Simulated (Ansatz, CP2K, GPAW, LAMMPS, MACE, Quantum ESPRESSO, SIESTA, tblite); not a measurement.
# Quantum ESPRESSO runs on aqueous Ca2+ and HSO4-, 2.3 mol of salt per kg of water at 360 K (85 atoms)

Wanted: Quantum ESPRESSO inputs and outputs for aqueous Ca2+ and HSO4-, 2.3 mol of salt per kg of water at 360 K (85 atoms), checked against a plane-wave reference.

Calculated with Quantum ESPRESSO 7.5; the method is named at each step.

## (1) The structure

The cell holds 85 atoms: 32 O, 2 S, 50 H and 1 Ca. Its edges and angles: a = 9.346 Å, b = 9.346 Å, c = 9.346 Å, α = 90.0°, β = 90.0°, γ = 90.0°. 24 H2O, 1 Ca2+, 2 HSO4- placed at random, at 1.36 g/cm³; overlaps pushed apart, then 10 ps at 420 K with divalent ions of Li, Roberts, Chakravorty and Merz (J. Chem. Theory Comput. 9, 2733 (2013)); MMFF94 bonds, angles, torsions, charges and radii (Halgren, J. Comput. Chem. 17, 490 (1996)) in harmonic and 12-6 forms; SPC/E water (Berendsen, Grigera and Straatsma, J. Phys. Chem. 91, 6269 (1987)). Snapshot after 20 ps at 360 K and fixed volume.

The yardstick, on the same geometry:

```
method                                           : Kohn-Sham DFT, PBE, PAW, plane waves (Ansatz 0.2.0); cutoff 420 eV, Γ point, fermi-dirac smearing of 0.05 eV; PAW set soft_2
r.m.s. force component                           : 0.6325 eV/Å
longest force                                    : 2.187 eV/Å
pressure                                         : -0.8208 GPa
gap (highest filled to lowest empty level) : 4.112 eV
SCF cycles                                       : 9
time                                             : 6.2 s on 4 threads of Arm Neoverse V1, shared host
CPU time                                         : 23 s
```

## (2) PBE, sssp-1.3.0-efficiency, 60/480 Ry

Method: Kohn-Sham DFT, PBE, SSSP efficiency 1.3.0 pseudopotentials, plane waves.

Contents of pw.in:

```
&control
  calculation = 'scf'
  pseudo_dir = './pseudo'
  outdir = './tmp'
  disk_io = 'none'
  tprnfor = .true.
  tstress = .true.
/
&system
  ibrav = 0
  nat = 85
  ntyp = 4
  ecutwfc = 60
  ecutrho = 480
  nosym = .true.
  occupations = 'smearing'
  smearing = 'fd'
  degauss = 0.003675
/
&electrons
  conv_thr = 4.3e-07
  electron_maxstep = 100
  mixing_beta = 0.4
  mixing_mode = 'plain'
  diagonalization = 'david'
/
ATOMIC_SPECIES
O 15.999 O.upf
S 32.060 S.upf
H 1.008 H.upf
Ca 40.078 Ca.upf
CELL_PARAMETERS angstrom
9.34568 0.00000 0.00000
0.00000 9.34568 0.00000
0.00000 0.00000 9.34568
ATOMIC_POSITIONS crystal
O 0.28254 0.70154 0.95248
S 0.26159 0.59508 0.08749
O 0.10449 0.58309 0.10119
O 0.33140 0.66172 0.21322
O 0.33117 0.46480 0.03732
H 0.24212 0.79783 0.98529
O 0.62533 0.06097 0.91682
S 0.78551 0.00181 0.93332
O 0.85855 0.04441 0.80405
O 0.76420 0.84371 0.93995
O 0.83143 0.07617 0.05960
H 0.61686 0.16300 0.94527
O 0.26048 0.91305 0.51607
H 0.30529 0.96631 0.59734
H 0.33184 0.90181 0.43713
O 0.69418 0.48456 0.60975
H 0.75887 0.39938 0.60698
H 0.61093 0.46405 0.67377
O 0.61383 0.79429 0.68563
H 0.51771 0.84129 0.68659
H 0.64960 0.78420 0.78597
O 0.39794 0.02735 0.73704
H 0.32362 0.08991 0.78189
H 0.49367 0.04981 0.77924
O 0.33916 0.48815 0.41903
H 0.34718 0.54788 0.33061
H 0.29812 0.54714 0.49831
O 0.65675 0.52160 0.30123
H 0.71494 0.50478 0.21303
H 0.60295 0.43248 0.32600
O 0.71515 0.24860 0.32232
H 0.74115 0.24796 0.42611
H 0.79855 0.21476 0.26445
O 0.82437 0.81120 0.24524
H 0.85341 0.91081 0.21908
H 0.80036 0.75657 0.15642
O 0.87972 0.25224 0.60637
H 0.88983 0.18400 0.68816
H 0.97550 0.29340 0.58222
O 0.27349 0.96041 0.08560
H 0.19484 0.01936 0.12790
H 0.35009 0.94536 0.15878
O 0.81628 0.95566 0.50956
H 0.88532 0.00719 0.44610
H 0.83650 0.98030 0.61170
O 0.25086 0.62401 0.67173
H 0.28654 0.64905 0.76945
H 0.24591 0.71252 0.61181
O 0.09210 0.20590 0.09506
H 0.99443 0.20314 0.05145
H 0.12792 0.30672 0.09597
O 0.00708 0.10522 0.35030
H 0.04518 0.12227 0.25178
H 0.06533 0.16038 0.42111
O 0.45560 0.42437 0.75299
H 0.41589 0.43882 0.85130
[... 25 atom lines left out ...]
O 0.14085 0.16631 0.78510
H 0.14558 0.21858 0.87835
H 0.06649 0.08960 0.79095
Ca 0.76055 0.70127 0.47755
K_POINTS gamma
```

Launch:

```bash
OMP_NUM_THREADS=1 mpirun -np 2 pw.x -in pw.in > output.txt
```

Output:

```text
Program PWSCF
     gamma-point specific algorithms are used
     Parallelization info
     sticks:   dense  smooth     PW     G-vecs:    dense   smooth      PW
     Min        5952    2978    739               488932   173038   21689
     Max        5953    2979    742               488935   173045   21698
     Sum       11905    5957   1481               977867   346083   43387
     bravais-lattice index     =            0
     lattice parameter (alat)  =      17.6608  a.u.
     unit-cell volume          =    5508.4488 (a.u.)^3
     number of atoms/cell      =           85
     number of atomic types    =            4
     number of electrons       =       264.00
     number of Kohn-Sham states=          158
     kinetic-energy cutoff     =      60.0000  Ry
     charge density cutoff     =     480.0000  Ry
     scf convergence threshold =      4.3E-07
     mixing beta               =       0.4000
     number of iterations used =            8  plain     mixing
     Exchange-correlation= SLA  PW   PBE  PBE
                           (   1   4   3   4   0   0   0)
     crystal axes: (cart. coord. in units of alat)
               a(1) = (   1.000000   0.000000   0.000000 )
               a(2) = (   0.000000   1.000000   0.000000 )
               a(3) = (   0.000000   0.000000   1.000000 )
     reciprocal axes: (cart. coord. in units 2 pi/alat)
               b(1) = (  1.000000  0.000000  0.000000 )
               b(2) = (  0.000000  1.000000  0.000000 )
               b(3) = (  0.000000  0.000000  1.000000 )
     PseudoPot. # 1 for O :
     Pseudo is Projector augmented-wave + core cor, Zval =  6.0
     PseudoPot. # 2 for S :
     Pseudo is Ultrasoft + core correction, Zval =  6.0
     PseudoPot. # 3 for H :
     Pseudo is Ultrasoft, Zval =  1.0
     PseudoPot. # 4 for Ca:
     Pseudo is Ultrasoft + core correction, Zval = 10.0
     atomic species   valence    mass     pseudopotential
     O                 6.00    15.99900     O ( 1.00)
     S                 6.00    32.06000     S ( 1.00)
     H                 1.00     1.00800     H ( 1.00)
     Ca               10.00    40.07800     Ca( 1.00)
     No symmetry found
   Cartesian axes
     number of k points=     1  Fermi-Dirac smearing, width (Ry)=  0.0037
                       cart. coord. in units 2pi/alat
        k(    1) = (   0.0000000   0.0000000   0.0000000), wk =   2.0000000
     Dense  grid:   488934 G-vectors     FFT dimensions: ( 125, 125, 125)
     Smooth grid:   173042 G-vectors     FFT dimensions: (  90,  90,  90)
     Check: negative core charge=   -0.000001
     Initial potential from superposition of free atoms
     starting charge     263.9939, renormalised to     264.0000
     Starting wfcs are  196 randomized atomic wfcs
     Self-consistent Calculation
     iteration #  1     ecut=    60.00 Ry     beta= 0.40
     total energy              =   -1514.01967401 Ry
     estimated scf accuracy    <      11.14205691 Ry
     iteration #  2     ecut=    60.00 Ry     beta= 0.40
     total energy              =   -1516.62037852 Ry
     estimated scf accuracy    <       0.54335706 Ry
     iteration #  3     ecut=    60.00 Ry     beta= 0.40
     total energy              =   -1516.59858064 Ry
     estimated scf accuracy    <       0.23607323 Ry
     iteration #  4     ecut=    60.00 Ry     beta= 0.40
     total energy              =   -1516.62299407 Ry
     estimated scf accuracy    <       0.06217691 Ry
     iteration #  5     ecut=    60.00 Ry     beta= 0.40
     total energy              =   -1516.62783009 Ry
     estimated scf accuracy    <       0.00413043 Ry
     iteration #  6     ecut=    60.00 Ry     beta= 0.40
     total energy              =   -1516.62944093 Ry
     estimated scf accuracy    <       0.00034921 Ry
     iteration #  7     ecut=    60.00 Ry     beta= 0.40
     total energy              =   -1516.62953064 Ry
     estimated scf accuracy    <       0.00002759 Ry
     iteration #  8     ecut=    60.00 Ry     beta= 0.40
     total energy              =   -1516.62953235 Ry
     estimated scf accuracy    <       0.00001149 Ry
     iteration #  9     ecut=    60.00 Ry     beta= 0.40
     total energy              =   -1516.62953374 Ry
     estimated scf accuracy    <       0.00000073 Ry
     iteration # 10     ecut=    60.00 Ry     beta= 0.40
     End of self-consistent calculation
          k = 0.0000 0.0000 0.0000 ( 21694 PWs)   bands (ev):
   -38.2744 -24.7636 -24.5925 -21.0686 -21.0151 -20.7818 -20.7764 -20.6488
   -20.4965 -20.3754 -20.3199 -20.1398 -19.9290 -19.9042 -19.8799 -19.8570
   -19.7776 -19.7043 -19.6804 -19.6453 -19.5518 -19.5076 -19.4690 -19.3285
   -19.3215 -19.1687 -19.1495 -19.0555 -19.0295 -18.9873 -18.9032 -18.8645
   -18.6893 -18.5856 -18.5713 -18.3722 -11.3571 -11.1754  -9.2181  -9.0598
    -8.9641  -8.8369  -8.6701  -8.4379  -8.3558  -8.2345  -8.1777  -8.0783
    -8.0109  -7.9943  -7.8757  -7.7996  -7.7503  -7.6856  -7.5966  -7.5537
    -7.4111  -7.3827  -7.2913  -7.2253  -7.1445  -7.0650  -6.9702  -6.9379
    -6.9064  -6.8578  -6.7754  -6.6740  -6.1927  -6.0000  -5.1268  -5.1112
    -4.9584  -4.9401  -4.8457  -4.7488  -4.6866  -4.6234  -4.5566  -4.5075
    -4.4325  -4.3479  -4.2713  -4.2396  -4.1822  -4.1060  -4.0485  -4.0135
    -3.9172  -3.8156  -3.7289  -3.6953  -3.6599  -3.5054  -3.4890  -3.4040
    -3.2998  -3.1551  -3.0512  -2.9830  -2.9480  -2.8403  -2.7439  -2.6433
    -2.5223  -2.5008  -2.4031  -2.3732  -2.3117  -2.2566  -2.1968  -2.1624
    -2.1296  -2.1050  -2.0504  -2.0290  -1.9194  -1.9009  -1.8117  -1.7767
    -1.7552  -1.6628  -1.6195  -1.6099  -1.5562  -1.3990  -1.2590  -1.1850
    -1.1134  -1.0340  -0.9042  -0.8239   3.2787   5.1343   5.2733   5.2907
     5.4574   5.5704   5.6072   5.8173   5.9889   6.2134   6.3926   6.4942
     6.5681   6.6221   6.7454   6.8140   6.9081   7.0058   7.1442   7.1940
     7.2823   7.3688   7.4655   7.5103   7.5497   7.6988
     the Fermi energy is     0.8592 ev
!    total energy              =   -1516.62953392 Ry
     estimated scf accuracy    <       0.00000040 Ry
     smearing contrib. (-TS)   =      -0.00000000 Ry
     internal energy E=F+TS    =   -1516.62953392 Ry
     The total energy is F=E-TS. E is the sum of the following terms:
     one-electron contribution =    -895.30700696 Ry
     hartree contribution      =     546.77199515 Ry
     xc contribution           =    -303.26601849 Ry
     ewald contribution        =    -560.61788638 Ry
     one-center paw contrib.   =    -304.21061724 Ry
     convergence has been achieved in  10 iterations
     Forces acting on atoms (cartesian axes, Ry/au):
     atom    1 type  1   force =    -0.00385323    0.02510380    0.02771670
     atom    2 type  2   force =    -0.04635584    0.05313546   -0.00183672
     atom    3 type  1   force =     0.01953554   -0.01707071    0.00639402
     atom    4 type  1   force =    -0.01317475   -0.00129608   -0.04564679
     atom    5 type  1   force =     0.00134168   -0.02749225   -0.01294247
     atom    6 type  3   force =     0.02954366   -0.00555371   -0.00317680
     atom    7 type  1   force =    -0.02412825   -0.01255034   -0.02164599
     atom    8 type  2   force =    -0.08499936   -0.01586994   -0.01088203
     atom    9 type  1   force =     0.05117837   -0.00620900   -0.04364843
     atom   10 type  1   force =     0.02066810    0.05969360   -0.00069112
     atom   11 type  1   force =     0.05344401   -0.00069639    0.06380180
     atom   12 type  3   force =     0.00308907    0.00309412    0.02087875
[...]
atom   81 type  3   force =    -0.01376886    0.01193465   -0.02960081
     atom   82 type  1   force =     0.00772059   -0.01478887    0.01819855
     atom   83 type  3   force =    -0.02029307   -0.03493864   -0.03358122
     atom   84 type  3   force =     0.02513015    0.03771905    0.01607469
     atom   85 type  4   force =    -0.01048001    0.00072771   -0.00035148
     Total force =     0.388853     Total SCF correction =     0.001486
     Computing stress (Cartesian axis) and pressure
          total   stress  (Ry/bohr**3)                   (kbar)     P=      -10.35
  -0.00010252   0.00000417  -0.00000860          -15.08        0.61       -1.27
   0.00000417  -0.00001404  -0.00002439            0.61       -2.07       -3.59
  -0.00000860  -0.00002439  -0.00009454           -1.27       -3.59      -13.91
     Message from routine punch:
     Nothing written, as per user request (disk_io='none')
```

Elapsed: 2 min, on 2 MPI ranks of Arm Neoverse V1, shared host; peak memory 2 GiB.

Banners, paths, timers and routine set-up lines are dropped from the logs unmarked, and long logs keep their key lines alone; longer cuts are marked.

Compared with the plane-wave run:

- r.m.s. force component: 0.6261 eV/Å
- r.m.s. difference of force components: 17 meV/Å
- longest difference of force vectors: 86.79 meV/Å
- force difference over r.m.s. force: 2.688 %
- slope of forces against the reference's: 0.9895
- correlation of force components: 0.9997
- gap (highest filled to lowest empty level): 4.103 eV
- gap difference: -0.0095 eV
- pressure: -1.035 GPa
- pressure difference: -0.2145 GPa

Length of the force difference by element (eV/Å):

| element | atoms | mean | most |
| --- | --- | --- | --- |
| Ca | 1 | 0.0038 | 0.0038 |
| H | 50 | 0.027 | 0.036 |
| O | 32 | 0.019 | 0.087 |
| S | 2 | 0.045 | 0.057 |

Levels nearest the highest filled one (eV from it): -0.93, -0.84, -0.80, -0.79, -0.73, -0.58, -0.44, -0.36, -0.29, -0.21, -0.08, 0.00, 4.10, 5.96, 6.10, 6.11, 6.28, 6.39, 6.43, 6.64, 6.81, 7.04, 7.22, 7.32.

A closer look about Ca85, the only Ca atom: 9 atoms, nearest first, numbered in the order of the input, with positions taken from that point.

| atom | x | y | z | distance (Å) | bonds | Fx | Fy | Fz (eV/Å) |
| --- | --- | --- | --- | --- | --- | --- | --- | --- |
| Ca85 | 0.00 | 0.00 | 0.00 | 0.00 | 8 | -0.27 | 0.02 | -0.01 |
| O43 | 0.52 | 2.38 | 0.30 | 2.45 | 3 | 0.03 | -0.07 | 0.55 |
| O16 | -0.62 | -2.03 | 1.24 | 2.45 | 3 | 0.25 | -0.18 | -0.07 |
| O70 | -2.01 | 0.91 | -1.08 | 2.45 | 3 | -0.76 | -0.39 | 0.39 |
| O34 | 0.60 | 1.03 | -2.17 | 2.47 | 3 | 0.46 | 0.18 | -0.79 |
| O67 | 1.93 | -1.23 | -0.98 | 2.49 | 3 | 0.51 | -0.74 | 0.23 |
| O19 | -1.37 | 0.87 | 1.94 | 2.53 | 3 | -0.53 | 0.07 | 0.57 |
| O28 | -0.97 | -1.68 | -1.65 | 2.54 | 3 | -0.36 | -0.24 | -0.51 |
| O76 | 1.75 | 0.16 | 1.97 | 2.65 | 3 | 0.13 | 0.10 | 0.82 |

Forces lie 2.7 % from the reference's, at 11 times its CPU time (on 2 against 4 cores).

## (3) PBE, gbrv-1.5, 40/200 Ry

Method: Kohn-Sham DFT, PBE, GBRV 1.5 ultrasoft pseudopotentials, plane waves.

The pseudopotential files are exchanged too: ./pseudo now holds the set gbrv-pbe-1.5.

Edit pw.in of step 2 so:

```diff
@@ -12,4 +12,4 @@
   ntyp = 4
-  ecutwfc = 60
-  ecutrho = 480
+  ecutwfc = 40
+  ecutrho = 200
   nosym = .true.
```

Output:

```text
[banner, memory and clock lines left out]
Program PWSCF
     gamma-point specific algorithms are used
     bravais-lattice index     =            0
     lattice parameter (alat)  =      17.6608  a.u.
     unit-cell volume          =    5508.4488 (a.u.)^3
     number of atoms/cell      =           85
     number of atomic types    =            4
     number of electrons       =       264.00
     number of Kohn-Sham states=          158
     kinetic-energy cutoff     =      40.0000  Ry
[... lines left out ...]
     scf convergence threshold =      4.3E-07
[... lines left out ...]
     number of k points=     1  Fermi-Dirac smearing, width (Ry)=  0.0037
[... lines left out ...]
     total energy              =   -1214.24669464 Ry
[... lines left out ...]
     total energy              =   -1216.73141710 Ry
[... lines left out ...]
     total energy              =   -1216.71589775 Ry
[... lines left out ...]
     total energy              =   -1216.73340853 Ry
[... lines left out ...]
     total energy              =   -1216.73340936 Ry
[... lines left out ...]
   -38.2998 -24.7247 -24.5534 -21.0286 -20.9747 -20.7365 -20.7277 -20.6031
   -20.4707 -20.3502 -20.2810 -20.1201 -19.9101 -19.8863 -19.8621 -19.8367
   -19.7753 -19.7039 -19.6643 -19.6437 -19.5405 -19.4930 -19.4562 -19.3203
[...]
5.4558   5.5734   5.6056   5.8341   5.9996   6.2188   6.4060   6.4926
     6.5719   6.6174   6.7403   6.8077   6.8980   7.0057   7.1436   7.1919
     7.2844   7.3700   7.4665   7.5070   7.5529   7.6958
     the Fermi energy is     0.8527 ev
!    total energy              =   -1216.73341121 Ry
     estimated scf accuracy    <       0.00000031 Ry
     smearing contrib. (-TS)   =      -0.00000000 Ry
     internal energy E=F+TS    =   -1216.73341121 Ry
     The total energy is F=E-TS. E is the sum of the following terms:
     one-electron contribution =    -907.37286315 Ry
     hartree contribution      =     550.14426897 Ry
     xc contribution           =    -298.88693043 Ry
     ewald contribution        =    -560.61788661 Ry
     convergence has been achieved in   9 iterations
     Forces acting on atoms (cartesian axes, Ry/au):
     atom    1 type  1   force =     0.00027036    0.01681535    0.02373920
     atom    2 type  2   force =    -0.04674315    0.05200016   -0.00079057
     atom    3 type  1   force =     0.02054449   -0.01694153    0.00640559
[...]
atom   84 type  3   force =     0.01568445    0.02811651    0.01722028
     atom   85 type  4   force =    -0.01038230    0.00071550   -0.00025905
     Total force =     0.323876     Total SCF correction =     0.001227
     Computing stress (Cartesian axis) and pressure
          total   stress  (Ry/bohr**3)                   (kbar)     P=        4.06
  -0.00000555   0.00000381  -0.00000664           -0.82        0.56       -0.98
   0.00000381   0.00007494  -0.00002412            0.56       11.02       -3.55
  -0.00000664  -0.00002412   0.00001334           -0.98       -3.55        1.96
     Message from routine punch:
     Nothing written, as per user request (disk_io='none')
```

Run time: 44 s. Hardware: 2 MPI ranks; peak memory 0.74 GiB; 87 s of CPU time.

Compared with the plane-wave run:

```
r.m.s. force component                           : 0.5215 eV/Å
r.m.s. difference of force components            : 211 meV/Å
longest difference of force vectors              : 430 meV/Å
force difference over r.m.s. force               : 33.36 %
slope of forces against the reference's          : 0.7842
correlation of force components                  : 0.9512
gap (highest filled to lowest empty level) : 4.135 eV
gap difference                                   : 0.0226 eV
pressure                                         : 0.4053 GPa
pressure difference                              : 1.226 GPa
```

This run lies far from the reference in forces at the same functional.

Against the first run (2.7 %), the force difference from the reference is 33 %, at 0.36 times the CPU time.

## (4) All runs compared

Differences are against the plane-wave reference, forces as r.m.s. over components; share is that over the reference's r.m.s. force, slope the least-squares factor from reference forces to these. Total energies of different programs have different zeros and aren't compared.

| run | Δ force, r.m.s. (meV/Å) | share (%) | slope | Δ pressure (GPa) | Δ gap (eV) | cores | CPU time | memory (GiB) |
| --- | --- | --- | --- | --- | --- | --- | --- | --- |
| reference | - | - | - | - | - | 4 | 23 s | 0.87 |
| QE PBE, sssp-1.3.0-efficiency, 60/480 Ry | 17.0 | 2.69 | 0.990 | -0.214 | -0.0095 | 2 | 4.1 min | 2.0 |
| QE PBE, gbrv-1.5, 40/200 Ry | 211 | 33.4 | 0.784 | 1.23 | 0.0226 | 2 | 87 s | 0.74 |

CPU time is summed over cores on a shared host, where runs went side by side, so it is rough. Symmetry, cutoffs, thresholds, outputs and thread counts weren't matched or tuned between programs; memory under MPI is the largest rank's times the ranks.

## (5) Results

| Quantity | Value |
| --- | --- |
| nearest in forces | QE PBE, sssp-1.3.0-efficiency, 60/480 Ry, 2.7 % |
| its CPU time | 4.1 min |

In words: PBE on plane waves or a grid with other potentials, cutoffs or grids differs from the reference by 2.7 % (QE PBE, sssp-1.3.0-efficiency, 60/480 Ry) to 33 % (QE PBE, gbrv-1.5, 40/200 Ry) of the r.m.s. force; this holds the reference's own error, so differences of a few per cent don't tell which side is nearer the exact PBE result (QE's 60 Ry are 816 eV, against the reference's 420 eV). QE PBE, gbrv-1.5, 40/200 Ry stands apart from the other plane-wave or grid runs, so its own grid or potentials are the likelier cause. None of the electronic-structure runs in the table takes under half the reference's CPU time of 23 s; they take 3.8 to 11 times as much. In QE PBE, gbrv-1.5, 40/200 Ry the difference has nearly one length on every H (0.37 eV/Å) and points along its bond, outwards: this method prefers longer bonds, and stiff bonds to hydrogen turn a small shift into a large force. At the same functional, gaps differ from the reference's 4.11 eV by between -0.01 and +0.02 eV. With short bonds to hydrogen, sets of potentials differ among themselves by several per cent in forces even at converged cutoffs, so the reference isn't exact here either. GBRV, made for solids, lies farthest in such cells, whatever the cutoff. The network of contacts between molecules at the start is that of the classical potential that made the cell, and needn't be the one that DFT or experiment would give. The concentration wasn't checked against solubility and may exceed it. The reference's PBE has no dispersion term, which matters for the binding between molecules or layers. The density was typed from a rule of thumb and may lie off the real one at this temperature. The electronic-structure runs sample only Γ, in a cell whose shortest periodic width is 9 Å.

[Also dropped from logs without a mark: logging warnings of Python, and SIESTA's first energy breakdown and zero terms.]

[Logs are printed without paths, hosts, clocks, repeated set-up lines and the standing remarks that a program may print on its own settings, such as how far it seeks lower states.]

[Hosts, paths, dates, database ids (printed as entryN), source tags and the programs' standing remarks are cut or masked in the printed files.]

[The MMFF94 radii named for the starting cell were scaled by 0.96; in molecules described by MMFF94, hydrogen bound to N, O or S took a small fixed 12-6 site in their place.]
